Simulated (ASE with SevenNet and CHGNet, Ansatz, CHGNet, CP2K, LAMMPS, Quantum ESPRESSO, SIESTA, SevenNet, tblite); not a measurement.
**Machine-learned potentials on Zn2+ BF4- in dimethoxyethane and tetrahydrofuran at 400 K (85 atoms): settings against a plane-wave reference**

Wanted: machine-learned potentials inputs and outputs for Zn2+ BF4- in dimethoxyethane and tetrahydrofuran at 400 K (85 atoms), checked against a plane-wave reference.

Main program and level: ASE with SevenNet and CHGNet; the method is named at each step.

### Step 1. The structure

The cell holds 85 atoms: 20 C, 8 O, 46 H, 2 B, 8 F and 1 Zn. Cell: a = 9.806 Å, b = 9.806 Å, c = 9.806 Å, α = 90.0°, β = 90.0°, γ = 90.0°. 3 dimethoxyethane, 2 tetrahydrofuran, 1 Zn2+, 2 BF4- placed at random, at 1.15 g/cm³; overlaps pushed apart, then 10 ps at 550 K with stiff harmonic cages for PF6 and BF4 with UFF radii; divalent ions of Li, Roberts, Chakravorty and Merz (J. Chem. Theory Comput. 9, 2733 (2013)); MMFF94 bonds, angles, torsions, charges and radii (Halgren, J. Comput. Chem. 17, 490 (1996)) in harmonic and 12-6 forms; charges of ions scaled by 0.8. Snapshot after 30 ps at 400 K and fixed volume.

The yardstick, on the same geometry:

```
method                                           : Kohn-Sham DFT, PBE, PAW, plane waves (Ansatz 0.2.0); cutoff 420 eV, Γ point, fermi-dirac smearing of 0.05 eV; PAW set soft_2
r.m.s. force component                           : 1.049 eV/Å
longest force                                    : 4.128 eV/Å
pressure                                         : 5.547 GPa
gap (highest filled to lowest empty level) : 3.958 eV
SCF cycles                                       : 10
time                                             : 6.2 s on 4 threads of Arm Neoverse V2, shared host
CPU time                                         : 23 s
```

### Step 2. SevenNet 0 potential

Method: machine-learned interatomic potential SevenNet 0, trained on PBE(+U) plane-wave data.

File run.py:

```python
import numpy as np
from ase.io import read
import mlip  # loads the published weights by name

atoms = read("structure.xyz")
atoms.calc = mlip.calc("7net-0")
energy = atoms.get_potential_energy()
forces = atoms.get_forces()
print(f"energy {energy:.6f} eV")
print("forces (eV/A)")
for i, (a, f) in enumerate(zip(atoms, forces)):
    print(f"{i:4d} {a.symbol:2s} {f[0]:10.5f} {f[1]:10.5f} {f[2]:10.5f}")
stress = -atoms.get_stress(voigt=False) * 160.21766
print("stress (GPa, compression positive)")
for row in stress:
    print(" ".join(f"{x:10.4f}" for x in row))
```

File structure.xyz:

```xyz
85
Lattice="9.80591 0.00000 0.00000 0.00000 9.80591 0.00000 0.00000 0.00000 9.80591" Properties=species:S:1:pos:R:3 pbc="T T T"
C 4.84706 6.57271 8.97270
O 5.72391 7.56761 9.43887
C 4.91168 8.67205 0.23064
C 5.60457 0.05795 9.62185
O 7.03535 9.67216 9.80199
C 7.66793 1.09816 9.50448
H 5.31804 5.96494 8.25020
H 4.19585 7.15871 8.35464
H 4.25930 5.88443 9.69383
H 3.87716 8.81875 9.71677
H 5.00052 8.48809 1.24055
H 5.34569 0.32428 8.63489
H 5.42443 0.92656 0.50314
H 8.19421 1.02158 8.56487
H 6.90160 1.92921 9.51791
H 8.43181 1.32390 0.47853
C 0.55207 8.98427 0.55629
O 9.43338 8.51633 9.42995
C 0.12395 8.49613 8.08223
C 8.88229 8.15283 7.04633
O 7.55516 8.36934 7.62272
C 6.59624 8.17077 6.57653
H 0.13934 8.87562 1.53247
H 0.73103 0.23779 0.39204
H 1.50462 8.42347 0.46372
H 0.48265 9.49879 7.92935
H 0.98706 7.82286 7.92376
H 9.06311 8.79423 6.21803
H 8.97172 7.12782 6.53162
H 6.78569 8.85346 5.78372
H 6.64076 7.08261 6.48455
H 5.59359 8.41347 6.90562
C 0.04462 1.90735 4.46904
O 8.90926 1.24260 5.29450
C 7.61449 1.44029 4.95610
C 7.16704 2.87137 5.22282
O 5.82236 2.99571 4.75655
C 5.86952 3.19996 3.31793
H 1.09973 1.61180 4.58338
H 9.73178 2.97962 4.69605
H 9.49830 1.63161 3.44276
H 7.27236 1.06325 3.91560
H 6.99465 0.88332 5.68184
H 7.20558 2.92971 6.31510
H 7.83482 3.66182 4.73625
H 4.90609 3.54307 3.01002
H 6.79677 3.65300 2.94903
H 5.78941 2.25055 2.83528
C 2.52659 6.07162 4.06828
C 1.56238 5.06328 3.41971
C 1.28810 5.72802 2.13602
O 2.52434 6.40208 1.80605
C 2.94834 6.99985 3.02238
H 2.11239 6.62291 4.90384
H 3.26811 5.48749 4.54033
H 0.62915 4.83147 3.94982
[... 25 atom lines left out ...]
F 8.05624 6.23254 9.35876
F 7.52653 4.30950 8.29972
F 9.37141 5.25126 7.81590
Zn 7.66204 7.95455 9.44956
```

Run with:

```
$ OMP_NUM_THREADS=1 python run.py > output.txt
```

The log of the run:

```text
energy -454.647278 eV
forces (eV/A)
   0 C    -1.56023   -0.73095    0.01729
   1 O    -2.71805   -0.55624    0.82502
   2 C     0.55065   -0.33425   -0.98772
   3 C     0.84581    1.58478    2.10667
   4 O    -1.68919    3.20435    0.61672
   5 C     0.77257    1.66168    0.86221
   6 H     1.27399   -1.09243   -0.52679
   7 H    -1.66855   -0.12080   -0.45552
   8 H     1.06205    1.41441   -0.44592
   9 H    -0.28433   -0.99739   -0.33135
  10 H    -0.28921   -0.26591    2.74306
  11 H    -0.10834    0.68366   -1.61591
  12 H    -0.67653   -0.32596   -0.39931
  13 H    -0.03057    0.24083   -0.62402
  14 H     0.90845   -0.61563   -0.19993
  15 H    -0.52274   -0.05962   -0.21309
  16 C     1.34631    0.18633    0.23741
  17 O     2.52857   -0.07391   -0.78648
  18 C     0.21410   -0.65912   -0.95722
  19 C     0.76117   -1.31951    0.27888
  20 O     0.81428    1.19820   -3.54098
  21 C    -0.74381   -1.28082    1.18839
  22 H    -0.27917   -0.26272    0.91572
  23 H     0.22449    0.42829   -0.14615
[...]
77 F    -0.14880   -0.05115   -0.75830
  78 F    -0.59028   -0.27198   -0.45127
  79 B    -2.32297    1.21763   -2.30778
  80 F     0.77245   -0.57042    0.38079
  81 F     1.14398   -4.64198    0.21978
  82 F    -0.89052   -1.25795    0.75319
  83 F     2.22023   -0.08061    0.26049
  84 Zn   -1.41074    0.70361   -1.31543
stress (GPa, compression positive)
    4.4291    -0.0284    -0.0744
   -0.0284     7.0817    -0.8031
   -0.0744    -0.8031     7.1934
```

The job ended after 6.5 s (1 thread of Arm Neoverse V2, shared host; peak memory 1 GiB).

Banners, paths, timers and routine set-up lines are dropped from the logs unmarked, and long logs keep their key lines alone; longer cuts are marked.

Numbers from this run, and their distance from the reference:

```yaml
r_m_s_force_component: 1.083 eV/Å
r_m_s_difference_of_force_components: 242.7 meV/Å
longest_difference_of_force_vectors: 1195 meV/Å
force_difference_over_r_m_s_force: 23.12 %
slope_of_forces_against_the_reference_s: 1.006
correlation_of_force_components: 0.9746
pressure: 6.235 GPa
pressure_difference: 0.6874 GPa
```

Length of the force difference by element (eV/Å):

| element | atoms | mean | most |
| --- | --- | --- | --- |
| B | 2 | 0.77 | 0.94 |
| C | 20 | 0.47 | 1.2 |
| F | 8 | 0.49 | 1.2 |
| H | 46 | 0.13 | 0.30 |
| O | 8 | 0.65 | 0.89 |
| Zn | 1 | 0.56 | 0.56 |

Local excerpt of 9 atoms (numbers count through the whole input) about Zn85, the only Zn atom; x, y, z are measured from there.

| atom | x | y | z | distance (Å) | bonds | Fx | Fy | Fz (eV/Å) |
| --- | --- | --- | --- | --- | --- | --- | --- | --- |
| Zn85 | 0.00 | 0.00 | 0.00 | 0.00 | 6 | -1.41 | 0.70 | -1.32 |
| F82 | 0.39 | -1.72 | -0.09 | 1.77 | 2 | 1.14 | -4.64 | 0.22 |
| F76 | 0.08 | -0.31 | 1.77 | 1.80 | 2 | 0.22 | -1.06 | 5.20 |
| O18 | 1.77 | 0.56 | -0.02 | 1.86 | 3 | 2.53 | -0.07 | -0.79 |
| O5 | -0.63 | 1.72 | 0.35 | 1.86 | 3 | -1.69 | 3.20 | 0.62 |
| O21 | -0.11 | 0.41 | -1.83 | 1.88 | 3 | 0.81 | 1.20 | -3.54 |
| O2 | -1.94 | -0.39 | -0.01 | 1.98 | 3 | -2.72 | -0.56 | 0.83 |
| C20 | 1.22 | 0.20 | -2.40 | 2.70 | 4 | 0.76 | -1.32 | 0.28 |
| C19 | 2.27 | 0.54 | -1.37 | 2.70 | 4 | 0.21 | -0.66 | -0.96 |

Atoms are counted from 1 here, from 0 in the log.

Forces lie 23 % from the reference's, at 0.28 times its CPU time (on 1 against 4 cores).

### Step 3. CHGNet 0.3.0 potential

Method: machine-learned interatomic potential CHGNet 0.3.0, trained on PBE(+U) plane-wave data.

Edit run.py of step 2 so:

```diff
@@ -5,3 +5,3 @@
 atoms = read("structure.xyz")
-atoms.calc = mlip.calc("7net-0")
+atoms.calc = mlip.calc("chgnet-0.3.0")
 energy = atoms.get_potential_energy()
```

structure.xyz is that of step 2.

The log of the run:

```text
CHGNet v0.3.0 initialized with 412,525 parameters
CHGNet will run on cpu
energy -466.503662 eV
forces (eV/A)
   0 C    -1.52957   -0.93565   -0.27755
   1 O    -2.16928    0.04870    1.16779
   2 C     0.66858   -0.63319   -1.51591
   3 C     1.00406    1.65756    2.36267
   4 O    -1.56124    2.39825    0.18522
   5 C     0.56229    1.48654    0.88628
   6 H     1.17646   -1.03702   -0.54499
   7 H    -1.55520   -0.00503   -0.39204
   8 H     1.14108    1.47434   -0.23165
   9 H    -0.36013   -0.94165   -0.33335
  10 H    -0.12759   -0.21346    2.60256
  11 H    -0.03635    0.56105   -1.56086
  12 H    -0.51025   -0.44185   -0.48091
  13 H     0.13678    0.16435   -0.66353
  14 H     0.73222   -0.66123   -0.17548
  15 H    -0.34700   -0.08463   -0.28263
  16 C     1.35581    0.19010    0.15528
  17 O     1.84242   -0.17899   -0.97325
  18 C     0.37525   -0.39820   -0.45215
  19 C     0.25557   -1.53338    0.16028
  20 O     0.91781    1.18130   -2.83100
  21 C    -0.80890   -1.12334    1.47510
  22 H    -0.34726   -0.21893    0.96440
  23 H     0.19302    0.41585   -0.17334
[...]
77 F    -0.07083   -0.03958   -0.78157
  78 F    -0.57565   -0.18243   -0.46435
  79 B    -2.14000    1.12828   -2.33285
  80 F     0.65051   -0.42692    0.32882
  81 F     1.01354   -3.84105    0.13083
  82 F    -0.98776   -1.13756    0.94511
  83 F     2.24028    0.03858    0.28028
  84 Zn   -1.34047    0.36352   -0.73876
stress (GPa, compression positive)
    3.0789     0.2419     0.1302
    0.2419     5.5775    -0.6980
    0.1302    -0.6980     5.7126
```

Run time: 3.3 s. Hardware: 1 thread; peak memory 1.5 GiB.

Compared with the plane-wave run:

```yaml
r_m_s_force_component: 0.996 eV/Å
r_m_s_difference_of_force_components: 215.6 meV/Å
longest_difference_of_force_vectors: 1356 meV/Å
force_difference_over_r_m_s_force: 20.55 %
slope_of_forces_against_the_reference_s: 0.9293
correlation_of_force_components: 0.9791
pressure: 4.79 GPa
pressure_difference: -0.7576 GPa
```

Against the first run (23 %), the force difference from the reference is 21 %, at 0.50 times the CPU time.

### Step 4. SevenNet l3i5 potential

Method: machine-learned interatomic potential SevenNet l3i5, trained on PBE(+U) plane-wave data.

Edit run.py of step 3 so:

```diff
@@ -5,3 +5,3 @@
 atoms = read("structure.xyz")
-atoms.calc = mlip.calc("chgnet-0.3.0")
+atoms.calc = mlip.calc("7net-l3i5")
 energy = atoms.get_potential_energy()
```

structure.xyz is that of step 3.

The log of the run:

```text
energy -454.168152 eV
forces (eV/A)
   0 C    -1.47114   -0.77447    0.21044
   1 O    -2.61318   -0.05501    0.69471
   2 C     0.58975   -0.87221   -1.06256
   3 C     1.42889    1.91632    1.79987
   4 O    -2.01641    2.30312    0.62676
   5 C     0.58610    1.50746    0.87942
   6 H     1.25961   -1.02316   -0.56157
   7 H    -1.52202    0.05203   -0.40486
   8 H     1.04650    1.40069   -0.43863
   9 H    -0.36762   -0.93100   -0.29340
  10 H    -0.20210   -0.16466    2.60498
  11 H    -0.03704    0.49358   -1.60299
  12 H    -0.64707   -0.41332   -0.35769
  13 H     0.03517    0.23537   -0.78915
  14 H     0.90677   -0.57471   -0.25192
  15 H    -0.43034   -0.06957   -0.14596
  16 C     1.48686    0.25526   -0.10214
  17 O     1.68851   -0.37516   -1.11202
  18 C     0.67612   -0.25536   -0.31922
  19 C     0.08047   -1.61414   -0.13927
  20 O     1.17629    1.24720   -2.83117
  21 C    -0.64603   -1.20792    1.24129
  22 H    -0.34178   -0.28733    0.98591
  23 H     0.18034    0.45095   -0.15564
[...]
77 F    -0.08746   -0.04446   -0.80963
  78 F    -0.56452   -0.24787   -0.51668
  79 B    -2.44880    1.52485   -2.07191
  80 F     0.70053   -0.53311    0.21833
  81 F     0.97270   -3.64815    0.05050
  82 F    -0.83648   -1.20442    0.79600
  83 F     2.17361   -0.16965    0.28898
  84 Zn   -0.90188   -0.13375   -0.14395
stress (GPa, compression positive)
    3.7524    -0.0346     0.0850
   -0.0346     6.0979    -0.8613
    0.0850    -0.8613     6.2669
```

The job ended after 8.4 s (1 thread; peak memory 1.7 GiB).

Numbers from this run, and their distance from the reference:

* r.m.s. force component: 1.027 eV/Å
* r.m.s. difference of force components: 149.3 meV/Å
* longest difference of force vectors: 1040 meV/Å
* force difference over r.m.s. force: 14.22 %
* slope of forces against the reference's: 0.9686
* correlation of force components: 0.9899
* pressure: 5.372 GPa
* pressure difference: -0.1749 GPa

Against the first run (23 %), the force difference from the reference is 14 %, at 1.3 times the CPU time.

### Step 5. All runs compared

Differences are against the plane-wave reference, forces as r.m.s. over components; share is that over the reference's r.m.s. force, slope the least-squares factor from reference forces to these. Total energies of different programs have different zeros and aren't compared.

| run | Δ force, r.m.s. (meV/Å) | share (%) | slope | Δ pressure (GPa) | cores | CPU time | memory (GiB) |
| --- | --- | --- | --- | --- | --- | --- | --- |
| reference | - | - | - | - | 4 | 23 s | 1.0 |
| SevenNet 0 potential | 243 | 23.1 | 1.006 | 0.687 | 1 | 6.5 s | 1.0 |
| CHGNet 0.3.0 potential | 216 | 20.5 | 0.929 | -0.758 | 1 | 3.3 s | 1.5 |
| SevenNet l3i5 potential | 149 | 14.2 | 0.969 | -0.175 | 1 | 8.4 s | 1.7 |

Times of the machine-learned potentials are mostly Python's start and the loading of weights.

CPU time is summed over cores on a shared host, where runs went side by side, so it is rough. Symmetry, cutoffs, thresholds, outputs and thread counts weren't matched or tuned between programs; memory under MPI is the largest rank's times the ranks.

### Step 6. Results

| Quantity | Value |
| --- | --- |
| nearest in forces | SevenNet l3i5 potential, 14 % |
| its CPU time | 8.4 s |

Machine-learned potentials differ by 14 % (SevenNet l3i5 potential) to 23 % (SevenNet 0 potential); they were trained on other programs' data. Machine-learned potentials mimic data converged in k, so the reference's own k-point error enters their differences. The network of contacts between molecules at the start is that of the classical potential that made the cell, and needn't be the one that DFT or experiment would give. The reference's PBE has no dispersion term, which matters for the binding between molecules or layers. The density was typed from a rule of thumb and may lie off the real one at this temperature. The electronic-structure runs sample only Γ, in a cell whose shortest periodic width is 10 Å.

[Also dropped from logs without a mark: logging warnings of Python, and SIESTA's first energy breakdown and zero terms.]

[Logs are printed without paths, hosts, clocks, repeated set-up lines and the standing remarks that a program may print on its own settings, such as how far it seeks lower states.]

[Hosts, paths, dates, database ids (printed as entryN), source tags and the programs' standing remarks are cut or masked in the printed files.]

[The MMFF94 radii named for the starting cell were scaled by 0.96; in molecules described by MMFF94, hydrogen bound to N, O or S took a small fixed 12-6 site in their place.]
